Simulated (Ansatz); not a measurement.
**Bi2Te2Se (R-3m): G0W0 under other settings**

Aim: change settings of a G0W0 run on Bi2Te2Se (R-3m) and see what moves.

Calculated with Ansatz 0.2.0; G0W0 on r2SCAN, plane waves, PAW.

## (1) The starting structure

Symmetry: R-3m, No. 166, trigonal system. The conventional cell has a = 4.307 Å, b = 4.307 Å, c = 29.995 Å, α = 90.00°, β = 90.00°, γ = 120.00°. Nearest to Bi lie 3 Te at 3.04 Å and 3 Se at 3.08 Å. Te has 3 Bi at 3.04 Å nearest. Nearest to Se lie 6 Bi at 3.08 Å. Farther neighbours and most contacts between anions are not listed.

Geometry: measured lattice cell, ions relaxed with r2SCAN; the structure entry is the Materials Project's. The runs that relaxed it are not among those shown. Spin-orbit coupling is left out unless a step names it. The default PAW set here is soft_2. Its files were made with PBE.

## (2) The base run: 4×4×4 mesh, 443 empty bands, screening to 114 eV

Now the one-shot GW correction: screening in the RPA, then the self-energy of the levels asked for.

input.yaml

```yaml
crystal:
  lattice:
    - [2.15335, 1.243237, 9.998467]
    - [-2.15335, 1.243237, 9.998467]
    - [0.0, -2.486474, 9.998467]
  atoms:
    - { symbol: Bi, position: [0.6058320132, 0.6058320132, 0.6058320132] }
    - { symbol: Bi, position: [0.3941679868, 0.3941679868, 0.3941679868] }
    - { symbol: Te, position: [0.2144078156, 0.2144078156, 0.2144078156] }
    - { symbol: Te, position: [0.7855921844, 0.7855921844, 0.7855921844] }
    - { symbol: Se, position: [0.0, 0.0, 0.0] }
kpoints:
  mp_grid: { grid: [4, 4, 4] }
hamiltonian:
  xc: r2scan
scf:
  occupations: { method: fixed }
gw:
  n_empty_bands: 443
  ecut_chi: 114
  qp_bands: [v2, c2]
  qp_kpoints: band_edges
  screening: { model: contour_deformation }
```

The run is started by

```console
$ ansatz run input.yaml --threads 3 --pin off --max-ram 92160MiB --backend cuda --events-out ev --progress --plain --runs-dir out --devices 1 --max-vram 13GiB  # rebuilt from the run's record
```

Numbers of over 12 decimals in the logs are rounded to 6 here.

Output:

```text
GPUs: using 1 of 1 available (devices: 1).
Engine: ansatz 0.2.0, x86_64-unknown-linux-gnu
Pseudopotentials: kind: paw
Pseudopotential: Bi, paw, valence charge 15, recommended cutoff 500 eV (meta_gga), Bi.paw.azcp
Pseudopotential: Te, paw, valence charge 16, recommended cutoff 500 eV (meta_gga), Te.paw.azcp
Pseudopotential: Se, paw, valence charge 16, recommended cutoff 500 eV (meta_gga), Se.paw.azcp
Functional definition: r2SCAN
  parameter k0 = 0.174
  parameter k1 = 0.065
  parameter a1 = 4.9479
  exchange = r2scan_x(k0 = k0, k1 = k1, a1 = a1)
  correlation = r2scan_c
device memory: the entry about to start is reckoned to put 4.5 GiB on a device that reports 55.7 GiB free (of which the cap on the GPU budget leaves the run 13.0 GiB)
GPU FFT provider: cuFFT
GPU libraries: cuBLAS 13.8.2, cuFFT 12.4.0, cuSOLVER 12.3.4
Crystal: 5 atoms, lattice volume = 160.603 Å³
Basis set: ecut = 500 eV, 4087 PW (Γ), exchange–correlation on 320×320×320 points (64 copies of the dense FFT grid, shifted against one another)
Bands: 47, of which v1, the nominal top of the filled ones, is band 39 counted from 1 (38 counted from 0)
Symmetry: 12 space group operations
Space group: R-3m (ITA 166), of the structure as read, at distance tolerance 5.4e-5 Å
k-points: 13 of 64
Non-local potential: Bi, projectors of the file, l = 0: 2, l = 1: 2, l = 2: 2, l = 3: 2
Non-local potential: Te, projectors of the file, l = 0: 2, l = 1: 2, l = 2: 2, l = 3: 2
Non-local potential: Se, projectors of the file, l = 0: 2, l = 1: 2, l = 2: 3, l = 3: 1
PAW form: soft (Blöchl's): semilocal exchange-correlation on the pseudo side does not see the compensation charge
PAW frozen core: Bi, regenerated for the run's functional (the file was generated under x = pbe(κ = 0.804, μ = 0.219515), c = pbe(β = 0.066725))
PAW frozen core: Te, regenerated for the run's functional (the file was generated under x = pbe(κ = 0.804, μ = 0.219515), c = pbe(β = 0.066725))
PAW frozen core: Se, regenerated for the run's functional (the file was generated under x = pbe(κ = 0.804, μ = 0.219515), c = pbe(β = 0.066725))
PAW one-centre angular grid: Bi, 590 points (default); XC on 160 Gauss nodes
PAW one-centre angular grid: Te, 590 points (default); XC on 160 Gauss nodes
PAW one-centre angular grid: Se, 590 points (default); XC on 160 Gauss nodes
Initial density: superposition of atomic densities (neutral atoms: chi_scale 0, normalization atom), corrected by the library's trained network
Initial wavefunctions: pseudopotential atomic-orbital guess
GPU buffer pool allocated for 512000 grid points (all kernels)
GPU transforms: local potential: pruned to the plane-wave sphere, on 75×75×75; band sums: pruned to the plane-wave sphere, on 80×80×80
Functional: x = r2scan, c = r2scan; τ floored in thin density (d = 2e-4 eV/Å³)
[...]
E_nonlocal   = -90.313760
  E_hartree    = 3971.711327
  E_xc         = -611.791217
  E_vxc        = -643.427225  (∫ρ·V_xc dr)
  E_paw        = -32674.206444  (= ΣΔE_a)
  E_vpaw       = -1166.509282  (= ΣTr[D̂ρ^β])
  E_aug_tail   = -0.000834  (compensation charges beyond the density's cutoff)
  E_vtau       = 40.241579  (kinetic-family band-sum trace: ∫τ·v_τ [+ j·A + Jᵃ·Aᵃ] dr)
  E_ewald      = -7635.318872
  E_core_change = 0.556035  (= ΣΔE_core)
  E_smearing   = -0.000000  (= −TS)
  E_closure    = -0.000000  (closes the sum)
  Σ components = -44291.542996   (vs F -44291.542996, Δ=0.00e0)
--- Band table (eV; the first three rows and the last of 13) ---
  k-point 0: bands = [... 35 lower, 7.4552, 7.9951, 7.9951, 9.0562, 9.4080, 10.0919, 10.0919, 11.2292, ... 4 higher]
  k-point 1: bands = [... 35 lower, 7.0907, 7.8216, 7.9565, 8.4017, 10.2213, 10.9849, 11.1756, 11.7870, ... 4 higher]
  k-point 2: bands = [... 35 lower, 6.2115, 6.7667, 7.8397, 8.4107, 10.0003, 10.6982, 12.1469, 12.2841, ... 4 higher]
  k-point 12: bands = [... 35 lower, 7.6566, 7.7320, 7.7320, 8.4636, 9.9502, 10.4382, 10.4382, 11.0935, ... 4 higher]
--- G₀W₀: contour deformation, 8 samples at zero and on the imaginary axis and 1 off it, 64 q-points, 443 empty bands' worth ---
  eigenvalues of the whole cell's RPA ε∞ on this k-mesh (on a slab, of 1 + 4πα/V) = 24.4232, 24.4232, 32.2429; static W/v taken at q = 0 is 0.044861
  gw.qp_kpoints: band_edges: 6 of 13 stored k-points solved, in 1 pass; an edge of the gap read off the rows below is read off those points alone
    valence top: of the k-points left out ik 12 came nearest to being solved in a further pass, in band 39 (counted from 1, as in the quasiparticle table): it holds the edge there only if its correction is more favourable than any solved in that band by at least 0.581 eV; those differ by 0.029 eV
    conduction bottom: of the k-points left out ik 12 came nearest to being solved in a further pass, in band 40 (counted from 1, as in the quasiparticle table): it holds the edge there only if its correction is more favourable than any solved in that band by at least 0.542 eV; those differ by 0.086 eV
    ik  band        ε_KS         Σx   Σc(E_QP)       V_xc       Z   E_QP_lin       E_QP  E_QP is
     0    38      7.9951   -15.8505     1.2165   -14.4162  0.7525     7.7765     7.7773  root
     0    39      9.0562   -15.0736     0.1550   -14.7309  0.7693     8.8686     8.8685  root
     0    40      9.4080    -9.8323    -2.9011   -12.6326  0.7871     9.3073     9.3073  root
     0    41     10.0919    -9.9265    -3.0946   -13.0424  0.7748    10.1132    10.1132  root
     2    38      7.8397   -16.1005     1.3639   -14.5422  0.7493     7.6448     7.6453  root
     2    39      8.4107   -15.4337     0.6971   -14.5394  0.7633     8.2133     8.2135  root
     2    40     10.0003    -9.5354    -3.1306   -12.6007  0.7849     9.9350     9.9350  root
     2    41     10.6982    -9.8222    -3.2294   -13.0706  0.7730    10.7172    10.7172  root
[...]
8    38      7.9807   -16.0960     1.2954   -14.6114  0.7510     7.7912     7.7915  root
     8    39      8.7176   -15.6849     0.6062   -14.9031  0.7652     8.5418     8.5420  root
     8    40      9.9646    -9.8113    -3.1225   -12.8793  0.7829     9.9101     9.9101  root
     8    41     10.6731   -10.0594    -3.2584   -13.3516  0.7705    10.7069    10.7068  root
[key lines of the parts left out:]
SCF converged after 7 iterations
Free energy (F): -44291.542996 eV
Fermi energy:    9.056196 eV
```

The job ended after 72 s (1 × NVIDIA H100 80GB HBM3 (shared by 6 runs) with 3 threads of AMD EPYC 7R13 (Zen 3), shared host; peak memory 3.4 GiB; 2.2 min of CPU time).

In the SCF lines HF is the Harris–Foulkes energy and dr2 the Hartree energy of the density residual, in eV; the loop may stop once dr2 is under the threshold and the program's other checks hold. Hψ counts applications of the Hamiltonian.

This step gave:

| Item | Value |
| --- | --- |
| bands summed | 482 |
| RPA ε∞ on this mesh (eigenvalues) | 24.42, 24.42, 32.24 |
| plane waves in the screening matrix | 449 |
| q-points in the mesh | 64 |
| G0W0 gap on the mesh | 0.4387 eV |
| k of the valence top | 0, 0, 0 |
| k of the conduction bottom | 0, 0, 0 |
| starting gap on the mesh | 0.3518 eV |
| Z at the valence top | 0.7693 |
| Z at the conduction bottom | 0.7871 |
| least direct G0W0 gap on the computed points | 0.4387 eV |

The gap on the mesh goes from 0.35 eV to 0.44 eV, a correction of +0.09 eV. Between the two edge states, bare exchange in place of the xc potential would open the gap by 3.14 eV, and correlation takes back 3.06 eV.

## (3) Variant: low screening cutoff

Changes to input.yaml since step 2:

```diff
@@ -18,4 +18,4 @@
 gw:
-  n_empty_bands: 443
-  ecut_chi: 114
+  n_empty_bands: 479
+  ecut_chi: 25
   qp_bands: [v2, c2]
```

Output:

```text
GPUs: using 1 of 1 available (devices: 1).
[...]
GPU FFT provider: cuFFT
GPU libraries: cuBLAS 13.8.2, cuFFT 12.4.0, cuSOLVER 12.3.4
Crystal: 5 atoms, lattice volume = 160.603 Å³
Basis set: ecut = 500 eV, 4087 PW (Γ), exchange–correlation on 320×320×320 points (64 copies of the dense FFT grid, shifted against one another)
Bands: 47, of which v1, the nominal top of the filled ones, is band 39 counted from 1 (38 counted from 0)
[... 1 set-up line as in the run before ...]
[...]
k-points: 13 of 64
[...]
GPU buffer pool allocated for 512000 grid points (all kernels)
[...]
SCF iter   1: F=—  HF=-44291.528452 eV  |F-HF|=—  |Δ(HF+E_count)|=         —  Δρ=3.79e-3  dr2=3.50e-2  dr2_τ=8.09e-3  ethr=1.77e-3  ⟨swp⟩=4.9  Hψ=2123  notcnv=0  defer=68
[...]
SCF iter   7: F=-44291.542996 eV  HF=-44291.542996 eV  |F-HF|=4.76e-8  |Δ(HF+E_count)|=   5.60e-7  Δρ=6.32e-6  dr2=9.20e-8  dr2_τ=4.22e-9  ethr=1.28e-10  ⟨swp⟩=10.4  Hψ=3267  notcnv=0
SCF 1 converged in 7 iterations: F = -44291.542996 eV  dr2 = 9.20e-8
[...]
NSCF: frozen V_eff on 13 k-points
[...]
G₀W₀ screening: q 1/13
[... further progress lines ...]
[...]
SCF converged after 7 iterations
Free energy (F): -44291.542996 eV
[...]
Internal energy: -44291.542996 eV  (E = F + TS)
E sigma→0 (E₀):  -44291.542996 eV
Fermi energy:    9.056196 eV
[...]
--- Band table (eV; the first three rows and the last of 13) ---
  k-point 0: bands = [... 35 lower, 7.4552, 7.9951, 7.9951, 9.0562, 9.4080, 10.0919, 10.0919, 11.2292, ... 4 higher]
  k-point 1: bands = [... 35 lower, 7.0907, 7.8216, 7.9565, 8.4017, 10.2213, 10.9849, 11.1756, 11.7870, ... 4 higher]
  k-point 2: bands = [... 35 lower, 6.2115, 6.7667, 7.8397, 8.4107, 10.0003, 10.6982, 12.1469, 12.2841, ... 4 higher]
  k-point 12: bands = [... 35 lower, 7.6566, 7.7320, 7.7320, 8.4636, 9.9502, 10.4382, 10.4382, 11.0935, ... 4 higher]
[...]
bands read: the sum over 518 bands ends inside a degenerate multiplet in 2 slots, whose members it reads at an even weight; the widest, k=7: bands 518 to 519 (counted from 1) at 1/2 each
[...]
`?` marks the rows in doubt; gw_qp.tsv's column doubts and the gw_qp event give each row's grounds
[...]
0    38      7.9951   -15.8505     1.7116   -14.4162  0.7662     8.2714     8.2725  root
     0    39      9.0562   -15.0736     0.6713   -14.7309  0.7834     9.3848     9.3849  root
     0    40      9.4080    -9.8323    -2.5994   -12.6326  0.7972     9.6088     9.6089  root
     0    41     10.0919    -9.9265    -2.7037   -13.0424  0.7859    10.4847    10.5041  root
     2    38      7.8397   -16.1005     1.8454   -14.5422  0.7633     8.1255     8.1267  root
     2    39      8.4107   -15.4337     1.1779   -14.5394  0.7772     8.6939     8.6943  root
     2    40     10.0003    -9.5354    -2.8106   -12.6007  0.7950    10.2551    10.2550  root
     2    41     10.6982    -9.8222    -2.8339   -13.0706  0.7840    11.0937    11.1127  root
[...]
4    40     10.8304    -9.9207    -2.8760   -13.1829  0.7817    11.1823    11.2166  root ?
[...]
6    41     10.8557    -9.2830    -3.1543   -12.7172  0.7669    11.1375    11.1357  root ?
[...]
7    40      9.7321   -10.4832    -2.4447   -13.2160  0.7851    10.0219    10.0202  root ?
[...]
8    38      7.9807   -16.0960     1.7887   -14.6114  0.7652     8.2837     8.2848  root
     8    39      8.7176   -15.6849     1.1178   -14.9031  0.7794     9.0531     9.0536  root
     8    40      9.9646    -9.8113    -2.7932   -12.8793  0.7933    10.2398    10.2394  root
     8    41     10.6731   -10.0594    -2.8548   -13.3516  0.7819    11.1017    11.1105  root
```

Wall time 64 s (1 × NVIDIA H100 80GB HBM3 (shared by 6 runs) with 3 threads); peak memory 3.3 GiB.

Against the base:

```csv
setting,base,variant
empty bands,443,479
screening cutoff (eV),114,25
```

```csv
quantity,variant,base
starting gap on the mesh,0.352,0.352
G0W0 gap on the mesh,0.224,0.439
least direct G0W0 gap on the computed points,0.224,0.439
Z at the valence top,0.783,0.769
Z at the conduction bottom,0.797,0.787
```

## (4) Outcome

```json
{
  "base": "0.44 eV, 72 s",
  "low screening cutoff": "0.22 eV, 64 s"
}
```

Low screening cutoff: the gap moves by −0.21 eV; such settings are too crude to quote. The variant differs from the base in empty bands and screening cutoff together, so the change can't be laid to one of them. All runs here use a coarse mesh and modest cutoffs; they test settings and are not final values. The RPA ε∞ on this mesh reaches over 25; with a narrow direct gap a coarse mesh can overstate it, and the correction is then too small. The many-body steps are scalar-relativistic: spin-orbit coupling is not in them.

[Paths, hosts, dates, memory and timing lines, banners, echoed tables and standing remarks are left out of the program output.]

[Logs are printed without paths, hosts, clocks, repeated set-up lines and the standing remarks that a program may print on its own settings, such as how far it seeks lower states.]

[Runs of the session that timed out or met a known fault of the program may be left out.]

[Cells called generated may have been cut or substituted from an entry of the Crystallography Open Database or the Materials Project.]

[Hosts, paths, dates, database ids (printed as entryN), source tags and the programs' standing remarks are cut or masked in the printed files.]
